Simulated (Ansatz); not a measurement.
# Decaying states in the gap of BeSnF6, part 3 of 3

Aim: relax a made-up compound, BeSnF6, and see how good a tunnel barrier it would be. It is built by putting Be for Ca in the CaSnF6 structure of space group R-3, with the volume rescaled by atomic radii. The parent structure comes from the Materials Project.

Ansatz 0.2.0; LDA DFT, plane waves, PAW files (the session's first sound run).

So far, gap on the k-mesh (eV): step 3 (the bulk crystal and its band edges) 5.11; step 4 (complex bands, plane (001), k-mesh 8×8×8) 5.10.

The structure was built from a prototype and need not be the compound's stable phase.

### Step 5. Decaying states in the gap, plane (101), k-mesh 6×6×6

Level of this step: LDA DFT, plane waves, PAW files; complex bands by layer matching along the plane's normal (Ansatz).

The same for the (101) plane, at (0, 0), (-0.1146, -0.1354) and (0.0208, -0.1458), to see how the decay depends on direction.

Contents of input.yaml:

```yaml
crystal:
  lattice:
    - [5.056279116, 0.0, 0.0]
    - [2.228995664, 4.19194785, 0.0]
    - [2.228995664, 1.503359006, 3.913098322]
  atoms:
    - { symbol: Be, position: [0.0, 0.0, 0.0] }
    - { symbol: Sn, position: [0.5, 0.5, 0.5] }
    - { symbol: F, position: [0.7663774955, 0.7708860552, 0.0987379784] }
    - { symbol: F, position: [0.7663774955, 0.3639984709, 0.7708860552] }
    - { symbol: F, position: [0.2336225045, 0.9012620216, 0.6360015291] }
    - { symbol: F, position: [0.2336225045, 0.6360015291, 0.2291139448] }
    - { symbol: F, position: [0.2336225045, 0.2291139448, 0.9012620216] }
    - { symbol: F, position: [0.7663774955, 0.0987379784, 0.3639984709] }
kpoints:
  mp_grid: { grid: [6, 6, 6] }
scf:
  occupations: { method: fixed }
hamiltonian:
  xc: lda
output:
  eigenvalues: true
  transmission:
    leads: [[0, 0]]
    kpoints: [[0.0, 0.0], [-0.1146, -0.1354], [0.0208, -0.1458]]
    e_range: [-1.0, 6.1]
    de: 0.12
```

Started as:

```bash
$ ansatz run input.yaml --threads 2 --pin off --max-ram 4096MiB --backend cpu --events-out ev --progress --plain --runs-dir out
```

Numbers of over 12 decimals in the logs are rounded to 6 here.

Output:

```text
[...]
Crystal: 8 atoms, lattice volume = 82.941 Å³
Basis set: ecut = 420 eV, 1593 PW (Γ)
Bands: 37, of which v1, the nominal top of the filled ones, is band 29 counted from 1 (28 counted from 0)
Symmetry: 6 space group operations
[...]
k-points: 40 of 216
[...]
SCF iter   1: F=—  HF=-10735.139393 eV  |F-HF|=—  |Δ(HF+E_count)|=         —  Δρ=2.14e-2  dr2=2.64e-1  ethr=1.77e-3  ⟨swp⟩=5.0  Hψ=5457  notcnv=0  defer=209
[...]
SCF iter   6: F=-10735.057742 eV  HF=-10735.057742 eV  |F-HF|=2.03e-9  |Δ(HF+E_count)|=   9.44e-7  Δρ=6.84e-6  dr2=4.99e-8  ethr=1.72e-10  ⟨swp⟩=8.6  Hψ=7266  notcnv=0
SCF 1 converged in 6 iterations: F = -10735.057742 eV  dr2 = 4.99e-8
[...]
transmission: 5 of 15 steps passed
transmission: 10 of 15 steps passed
transmission: 15 of 15 steps passed
SCF converged after 6 iterations
Free energy (F): -10735.057742 eV
[...]
Internal energy: -10735.057742 eV  (E = F + TS)
E sigma→0 (E₀):  -10735.057742 eV
Fermi energy:    2.702568 eV
[...]
--- Band table (eV; the first three rows and the last of 40) ---
  k-point 0: bands = [... 25 lower, 2.4755, 2.5085, 2.6416, 2.6416, 7.8080, 13.6075, 14.3180, 14.3180, ... 4 higher]
  k-point 1: bands = [... 25 lower, 2.3694, 2.4707, 2.6250, 2.6865, 8.1399, 13.6495, 13.9676, 14.3230, ... 4 higher]
  k-point 2: bands = [... 25 lower, 2.2447, 2.4638, 2.5706, 2.6367, 8.7361, 13.1781, 14.1507, 14.6463, ... 4 higher]
  k-point 39: bands = [... 25 lower, 2.4914, 2.4914, 2.5448, 2.5448, 9.0325, 12.6507, 15.0888, 15.0888, ... 4 higher]
--- Transmission ---
  basis      : 185 plane waves across, 5 finite elements along
  points     : 3, as listed
[...]
crystal 0  : F6Be1Sn1, at the sites [0, 0], period 3.9131 Å: whole cells are its period
[...]
channels       : 0.000000e0 a spin
[...]
slowest decay  : 0.4606 /Å at (0.0000, 0.0000)
```

Elapsed: 17 s, on 2 threads of INTEL XEON PLATINUM 8581C at 2.30GHz (Emerald Rapids), shared host; peak memory 0.68 GiB.

This step gave:

| Property | Result |
| --- | --- |
| free energy | -10735.0577 eV |
| Fermi energy | 2.703 eV |
| gap on the k-mesh | 5.105 eV |
| level to which the leads are filled | 2.553 eV from the Fermi level |
| decay constant at the filling level, zone centre | 0.4606 Å⁻¹ |
| decay constant at the filling level, slowest listed point | 0.4606 Å⁻¹ |

K parallel (0, 0); values up to 1.5 1/Å, a degenerate pair printed once or twice; energies at which all values exceed this have no row. Table of Im kz of the slowest decaying states by energy, zero at the highest filled level on the SCF mesh:

```csv
energy (eV),decay 1 (Å⁻¹),decay 2 (Å⁻¹),decay 3 (Å⁻¹),decay 4 (Å⁻¹)
-1.00,0.0934,0.108,0.185,0.192
-0.76,0.0755,0.132,0.185,0.261
-0.40,0.296,0.313,0.587,0.827
-0.16,0.0587,0.0707,0.0943,0.137
-0.04,0.206,0.409,0.499,0.550
0.08,0.298,0.303,0.324,0.554
0.44,0.343,0.456,0.563,0.641
0.68,0.377,0.500,0.646,0.680
1.04,0.413,0.549,0.727,0.733
1.28,0.431,0.575,0.752,0.780
1.52,0.444,0.597,0.774,0.821
1.88,0.457,0.625,0.801,0.877
2.12,0.461,0.641,0.815,0.912
2.36,0.462,0.654,0.828,0.945
2.72,0.459,0.671,0.842,0.992
2.96,0.452,0.680,0.850,1.02
3.20,0.443,0.688,0.856,1.06
3.56,0.421,0.698,0.861,0.865
3.80,0.401,0.703,0.863,0.870
4.04,0.376,0.707,0.863,0.873
4.40,0.323,0.710,0.862,0.875
4.64,0.273,0.712,0.860,0.875
5.00,0.138,0.712,0.854,0.874
5.24,0.711,0.849,0.872,1.07
5.48,0.709,0.841,0.869,1.07
5.84,0.704,0.827,0.863,1.08
6.08,0.699,0.815,0.859,1.08
```

K parallel (-0.1146, -0.1354); values up to 1.5 1/Å, a degenerate pair printed once or twice; energies at which all values exceed this have no row. The Im kz of the slowest decaying states by energy, zero at the highest filled level on the SCF mesh:

```csv
energy (eV),decay 1 (Å⁻¹),decay 2 (Å⁻¹),decay 3 (Å⁻¹),decay 4 (Å⁻¹)
-1.00,0.0848,0.0905,0.0909,0.181
-0.76,0.0781,0.127,0.167,0.170
-0.40,0.208,0.288,0.295,0.312
-0.16,0.110,0.121,0.128,0.369
-0.04,0.0574,0.309,0.475,0.483
0.08,0.200,0.297,0.310,0.422
0.44,0.342,0.571,0.594,0.643
0.68,0.388,0.608,0.638,0.675
1.04,0.434,0.618,0.718,0.718
1.28,0.455,0.631,0.741,0.763
1.52,0.471,0.644,0.762,0.800
1.88,0.487,0.662,0.787,0.828
2.12,0.493,0.673,0.800,0.843
2.36,0.496,0.683,0.811,0.857
2.72,0.494,0.696,0.823,0.874
2.96,0.489,0.704,0.829,0.883
3.20,0.481,0.710,0.834,0.891
3.56,0.462,0.718,0.838,0.901
3.80,0.444,0.722,0.840,0.906
4.04,0.421,0.725,0.841,0.910
4.40,0.375,0.728,0.840,0.913
4.64,0.333,0.729,0.839,0.914
5.00,0.235,0.729,0.834,0.914
5.24,0.0989,0.728,0.830,0.912
5.48,0.726,0.825,0.909,1.03
5.84,0.721,0.815,0.903,1.03
6.08,0.717,0.806,0.898,1.03
```

K parallel (0.0208, -0.1458); values up to 1.5 1/Å, a degenerate pair printed once or twice; energies at which all values exceed this have no row. Table of Im kz of the slowest decaying states by energy, zero at the highest filled level on the SCF mesh:

```csv
energy (eV),decay 1 (Å⁻¹),decay 2 (Å⁻¹),decay 3 (Å⁻¹),decay 4 (Å⁻¹)
-1.000,0.0139,0.0524,0.0947,0.0978
-0.520,0.0628,0.106,0.154,0.201
-0.040,0.0980,0.339,0.397,0.425
0.440,0.378,0.547,0.591,0.612
1.040,0.457,0.620,0.703,0.710
1.520,0.488,0.646,0.762,0.800
2.000,0.503,0.672,0.804,0.830
2.480,0.506,0.694,0.834,0.851
2.960,0.498,0.711,0.852,0.865
3.440,0.478,0.724,0.861,0.876
4.040,0.434,0.734,0.861,0.885
4.520,0.373,0.739,0.853,0.888
5.000,0.267,0.739,0.839,0.888
5.480,0.737,0.819,0.885,1.10
5.960,0.731,0.791,0.880,1.10
```

At the listed wavevectors the last open channel is at -0.04 eV and the next at +5.12 eV on the grid. At +2.60 eV, the grid energy nearest the filling level (the middle of the gap on the SCF mesh), the slowest state at the listed wavevectors decays with κ = 0.461 Å⁻¹, its amplitude falling by e over 2.2 Å; the first such run, plane (001), gave 0.437 Å⁻¹.

### Step 6. Band edges at another level

This step: PBEsol DFT, plane waves, PAW files (Ansatz 0.2.0).

The edges again with PBEsol, at the same atoms.

Contents of input.yaml:

```yaml
crystal:
  lattice:
    - [2.3738601712, 1.3705488089, 4.2488048138]
    - [-2.3738601712, 1.3705488089, 4.2488048138]
    - [0.0, -2.7410976177, 4.2488048138]
  atoms:
    - { symbol: Be, position: [0.0, 0.0, 0.0] }
    - { symbol: Sn, position: [0.5, 0.5, 0.5] }
    - { symbol: F, position: [0.6360015291, 0.2291139448, 0.9012620216] }
    - { symbol: F, position: [0.9012620216, 0.6360015291, 0.2291139448] }
    - { symbol: F, position: [0.7708860552, 0.0987379784, 0.3639984709] }
    - { symbol: F, position: [0.0987379784, 0.3639984709, 0.7708860552] }
    - { symbol: F, position: [0.3639984709, 0.7708860552, 0.0987379784] }
    - { symbol: F, position: [0.2291139448, 0.9012620216, 0.6360015291] }
kpoints:
  mp_grid: { grid: [6, 6, 6] }
  band_path: { path: [VBM, CBM], npoints: 30 }
scf:
  occupations: { method: fixed }
hamiltonian:
  xc: pbesol
output:
  eigenvalues: true
```

Output:

```text
[...]
Crystal: 8 atoms, lattice volume = 82.941 Å³
Basis set: ecut = 420 eV, 1593 PW (Γ)
Bands: 37, of which v1, the nominal top of the filled ones, is band 29 counted from 1 (28 counted from 0)
Symmetry: 6 space group operations
[...]
k-points: 40 of 216
[...]
SCF iter   1: F=—  HF=-10847.240612 eV  |F-HF|=—  |Δ(HF+E_count)|=         —  Δρ=1.54e-2  dr2=1.23e-1  ethr=1.77e-3  ⟨swp⟩=5.1  Hψ=5466  notcnv=0  defer=206
[...]
SCF iter   6: F=-10847.205252 eV  HF=-10847.205252 eV  |F-HF|=2.37e-8  |Δ(HF+E_count)|=   1.03e-6  Δρ=4.62e-6  dr2=1.32e-8  ethr=1.72e-10  ⟨swp⟩=10.6  Hψ=6436  notcnv=0
SCF 1 converged in 6 iterations: F = -10847.205252 eV  dr2 = 1.32e-8
[...]
SCF converged after 6 iterations
Free energy (F): -10847.205252 eV
[...]
Internal energy: -10847.205252 eV  (E = F + TS)
E sigma→0 (E₀):  -10847.205252 eV
Fermi energy:    3.002239 eV
[...]
--- Band table (eV; the first three rows and the last of 40) ---
  k-point 0: bands = [... 25 lower, 2.7782, 2.8128, 2.9438, 2.9438, 8.2212, 14.0648, 14.7784, 14.7784, ... 4 higher]
  k-point 1: bands = [... 25 lower, 2.6748, 2.7750, 2.9274, 2.9870, 8.5546, 14.1190, 14.4285, 14.7817, ... 4 higher]
  k-point 2: bands = [... 25 lower, 2.5528, 2.7676, 2.8727, 2.9369, 9.1596, 13.6365, 14.6109, 15.1024, ... 4 higher]
  k-point 39: bands = [... 25 lower, 2.7942, 2.7942, 2.8470, 2.8470, 9.4626, 13.0982, 15.5545, 15.5545, ... 4 higher]
```

It took 6.1 s on 2 threads; peak memory 0.45 GiB.

Numbers from this step:

```yaml
free_energy: -10847.2053 eV
fermi_energy: 3.002 eV
gap_on_the_k_mesh: 5.219 eV
gap_on_path: 5.215 eV, by band count; negative where bands overlap
direct_gap_on_path: 5.277 eV
```

Electronic bands along the path, in eV, zero at the Fermi level (highest filled level under fixed occupations); v1 is the highest filled band, c1 the lowest empty one:

```csv
point,v4,v3,v2,v1,c1
VBM,-0.44,-0.21,-0.11,0.00,5.80
halfway,-0.30,-0.20,-0.07,-0.02,5.39
CBM,-0.22,-0.19,-0.06,-0.06,5.22
```

The searched edges give 5.22 eV, against 5.22 eV on the mesh.

### Step 7. Complex bands at another level

This step: PBEsol DFT, plane waves, PAW files; complex bands by layer matching along the plane's normal (Ansatz 0.2.0).

The complex bands at that level, over its own gap, at (0, 0) and (0.1354, -0.1458).

Contents of input.yaml:

```yaml
crystal:
  lattice:
    - [4.747720342, 0.0, 0.0]
    - [2.373860171, 4.111646427, 0.0]
    - [2.373860171, -1.370548809, 4.248804814]
  atoms:
    - { symbol: Be, position: [0.0, 0.0, 0.0] }
    - { symbol: Sn, position: [0.0, 0.5, 0.5] }
    - { symbol: F, position: [0.8651154739, 0.7708860552, 0.2336225045] }
    - { symbol: F, position: [0.5372635507, 0.3639984709, 0.2336225045] }
    - { symbol: F, position: [0.8696240336, 0.9012620216, 0.7663774955] }
    - { symbol: F, position: [0.4627364493, 0.6360015291, 0.7663774955] }
    - { symbol: F, position: [0.1348845261, 0.2291139448, 0.7663774955] }
    - { symbol: F, position: [0.1303759664, 0.0987379784, 0.2336225045] }
kpoints:
  mp_grid: { grid: [8, 8, 8] }
scf:
  occupations: { method: fixed }
hamiltonian:
  xc: pbesol
output:
  eigenvalues: true
  transmission:
    leads: [[0, 0]]
    kpoints: [[0.0, 0.0], [0.1354, -0.1458]]
    e_range: [-1.0, 6.22]
    de: 0.18
```

Output:

```text
[...]
Crystal: 8 atoms, lattice volume = 82.941 Å³
Basis set: ecut = 420 eV, 1593 PW (Γ)
Bands: 37, of which v1, the nominal top of the filled ones, is band 29 counted from 1 (28 counted from 0)
Symmetry: 6 space group operations
[...]
k-points: 90 of 512
[...]
SCF iter   1: F=—  HF=-10847.240692 eV  |F-HF|=—  |Δ(HF+E_count)|=         —  Δρ=1.54e-2  dr2=1.23e-1  ethr=1.77e-3  ⟨swp⟩=5.0  Hψ=12312  notcnv=0  defer=459
[...]
SCF iter   6: F=-10847.205312 eV  HF=-10847.205312 eV  |F-HF|=2.36e-8  |Δ(HF+E_count)|=   1.01e-6  Δρ=4.53e-6  dr2=1.29e-8  ethr=1.72e-10  ⟨swp⟩=10.6  Hψ=14258  notcnv=0
SCF 1 converged in 6 iterations: F = -10847.205312 eV  dr2 = 1.29e-8
[...]
transmission: 6 of 12 steps passed
transmission: 12 of 12 steps passed
SCF converged after 6 iterations
Free energy (F): -10847.205312 eV
[...]
Internal energy: -10847.205312 eV  (E = F + TS)
E sigma→0 (E₀):  -10847.205312 eV
Fermi energy:    3.004040 eV
[...]
--- Band table (eV; the first three rows and the last of 90) ---
  k-point 0: bands = [... 25 lower, 2.7782, 2.8128, 2.9438, 2.9438, 8.2213, 14.0648, 14.7785, 14.7785, ... 4 higher]
  k-point 1: bands = [... 25 lower, 2.7787, 2.7787, 2.9476, 2.9476, 8.4092, 13.8834, 14.8839, 14.8839, ... 4 higher]
  k-point 2: bands = [... 25 lower, 2.7883, 2.7883, 2.9183, 2.9183, 8.8472, 13.5318, 15.1489, 15.1489, ... 4 higher]
  k-point 89: bands = [... 25 lower, 2.6501, 2.7077, 2.8620, 2.8722, 9.6860, 13.7972, 14.2899, 14.8982, ... 4 higher]
--- Transmission ---
  basis      : 163 plane waves across, 6 finite elements along
  points     : 2, as listed
[...]
crystal 0  : Be1F6Sn1, at the sites [0, 0], period 4.2488 Å: whole cells are its period
[...]
channels       : 0.000000e0 a spin
[...]
slowest decay  : 0.4424 /Å at (0.0000, 0.0000)
```

Wall time 8.2 s (2 threads); peak memory 0.58 GiB; 16 s of CPU time.

Numbers from this step:

| Property | Result |
| --- | --- |
| Fermi energy | 3.004 eV |
| gap on the k-mesh | 5.217 eV |
| level to which the leads are filled | 2.609 eV from the Fermi level |
| decay constant at the filling level, zone centre | 0.4424 Å⁻¹ |
| decay constant at the filling level, slowest listed point | 0.4424 Å⁻¹ |

K parallel (0, 0); values up to 1.5 1/Å, a degenerate pair printed once or twice; energies at which all values exceed this have no row. Table of Im kz of the slowest decaying states by energy, zero at the highest filled level on the SCF mesh:

```csv
energy (eV),decay 1 (Å⁻¹),decay 2 (Å⁻¹),decay 3 (Å⁻¹),decay 4 (Å⁻¹)
-1.00,0.0722,0.413,1.39,1.48
-0.64,0.111,0.111,0.615,0.971
-0.46,0.320,0.657,0.673,1.46
-0.10,0.122,0.208,0.579,0.759
0.08,0.204,0.311,0.311,0.793
0.44,0.295,0.459,0.849,1.15
0.80,0.351,0.540,0.893,1.30
0.98,0.372,0.572,0.912,1.35
1.34,0.403,0.625,0.945,1.38
1.52,0.415,0.647,0.959,1.37
1.88,0.432,0.687,0.984,1.36
2.24,0.441,0.720,1.01,1.34
2.42,0.442,0.735,1.01,1.34
2.78,0.441,0.761,1.03,1.32
2.96,0.437,0.773,1.04,1.31
3.32,0.425,0.794,1.05,1.30
3.68,0.404,0.813,0.813,1.06
3.86,0.390,0.821,1.06,1.27
4.22,0.352,0.836,1.07,1.26
4.40,0.328,0.843,1.07,1.25
4.76,0.259,0.854,1.08,1.23
5.12,0.126,0.864,1.08,1.21
5.30,0.868,1.08,1.21,-
5.66,0.876,1.08,1.19,-
5.84,0.879,1.08,1.18,-
6.20,0.884,1.07,1.17,-
```

K parallel (0.1354, -0.1458); values up to 1.5 1/Å, a degenerate pair printed once or twice; energies at which all values exceed this have no row. Im kz of the slowest decaying states against energy, zero at the highest filled level on the SCF mesh:

```csv
energy (eV),decay 1 (Å⁻¹),decay 2 (Å⁻¹),decay 3 (Å⁻¹),decay 4 (Å⁻¹)
-1.00,0.0761,0.167,0.238,0.552
-0.64,0.0717,0.212,0.266,0.313
-0.46,0.0988,0.173,0.179,0.263
-0.10,0.0898,0.218,0.244,0.329
0.08,0.249,0.300,0.318,0.363
0.44,0.385,0.460,0.461,0.477
0.80,0.456,0.531,0.543,0.552
0.98,0.482,0.558,0.575,0.582
1.34,0.523,0.602,0.629,0.632
1.52,0.539,0.620,0.651,0.654
1.88,0.562,0.654,0.690,0.692
2.24,0.573,0.685,0.720,0.723
2.42,0.575,0.701,0.733,0.738
2.78,0.572,0.731,0.756,0.763
2.96,0.568,0.744,0.766,0.774
3.32,0.556,0.769,0.783,0.793
3.68,0.538,0.790,0.798,0.809
3.86,0.526,0.800,0.805,0.816
4.22,0.497,0.817,0.819,0.826
4.40,0.478,0.822,0.827,0.829
4.76,0.432,0.832,0.833,0.844
5.12,0.367,0.834,0.840,0.859
5.30,0.322,0.834,0.844,0.865
5.66,0.176,0.834,0.851,0.873
5.84,0.833,0.855,0.877,0.878
6.20,0.829,0.864,0.881,0.883
```

At the listed wavevectors the last open channel is at -0.10 eV and the next at +5.30 eV on the grid. At +2.60 eV, the grid energy nearest the filling level (the middle of the gap on the SCF mesh), the slowest state at the listed wavevectors decays with κ = 0.442 Å⁻¹, its amplitude falling by e over 2.3 Å; the first such run, plane (001), gave 0.437 Å⁻¹ over as many of its listed wavevectors.

### Step 8. A check of the settings

This step: LDA DFT, plane waves, PAW files; complex bands by layer matching along the plane's normal; changed: magnetization = {"spin_polarized": true, "initial_magnetization": 40}, scf.max_iter = 75 (Ansatz 0.2.0).

This run repeats an earlier one, its twin (the complex run, plane (001)), with three settings changed (scf.max_iter, magnetization.spin_polarized, magnetization.initial_magnetization; files written aside). The setting was drawn as a possible misstep, on purpose. Where the input is shown as a difference, that is against the step before, not the twin.

input.yaml, as its differences from that of step 7:

```diff
@@ -18,4 +18,5 @@
   occupations: { method: fixed }
+  max_iter: 75
 hamiltonian:
-  xc: pbesol
+  xc: lda
 output:
@@ -24,4 +25,7 @@
     leads: [[0, 0]]
-    kpoints: [[0.0, 0.0], [0.1354, -0.1458]]
-    e_range: [-1.0, 6.22]
+    kpoints: [[0.0, 0.0], [0.1354, -0.1458], [0.5, 0.0]]
+    e_range: [-1.0, 6.1]
     de: 0.18
+magnetization:
+  spin_polarized: true
+  initial_magnetization: 40
```

Output:

```text
Error: inconsistent input (scf.occupations.method, magnetization): a σ = 0 step fill (method: fixed, or a smearing width below the step floor) with no hard lock on the total moment puts the same N_el/2 bands in each spin channel, which gives a total moment of zero, but the starting moments sum to +40.0000 μB; make the starting moments (crystal.atoms[].spin / magnetization.per_species / magnetization.initial_magnetization) sum to zero, or set magnetization.spin_locking.lock_magnetization: hard with an even integer magnetization.initial_magnetization, or use a smearing method with a finite width, such as fermi_dirac
```

Run time: 0.08 s. Hardware: 2 threads; peak memory 0.099 GiB.

The input was rejected at the start.

The program's message: “Error: inconsistent input (scf.occupations.method, magnetization): a σ = 0 step fill (method: fixed, or a smearing width below the step floor) with no hard lock on the total moment puts the same N_el/ …”

The change that led to it: magnetization.

### Step 9. What came out

| Quantity | Value |
| --- | --- |
| band gap | 5.10 eV |
| least decay constant at mid-gap, normal to (001) | 0.437 Å⁻¹ |
| least decay constant at mid-gap, normal to (101) | 0.461 Å⁻¹ |
| least decay constant, PBEsol | 0.442 Å⁻¹ |

**Reading.** With LDA, the slowest decay at the wavevectors tried is κ = 0.437 Å⁻¹, normal to (001). Through such a film the transmission near mid-gap falls as exp(−2κd), a factor of ten every 2.6 Å. The directions tried decay at nearly the same rate. A free electron under a barrier of half the gap would need a mass of 0.28 mₑ to decay at this rate. With PBEsol the gap goes from 5.10 to 5.22 eV and the decay constant, over the first 2 listed wavevectors, from 0.437 to 0.442 Å⁻¹. The compound is made up by substitution; its stability against other phases and against distortions of the cell's symmetry was not tested. A semilocal functional narrows gaps, so real decay constants are likely larger.

[Logs are printed without paths, hosts, clocks, repeated set-up lines and the standing remarks that a program may print on its own settings, such as how far it seeks lower states.]

[Hosts, paths, dates, database ids (printed as entryN), source tags and the programs' standing remarks are cut or masked in the printed files.]
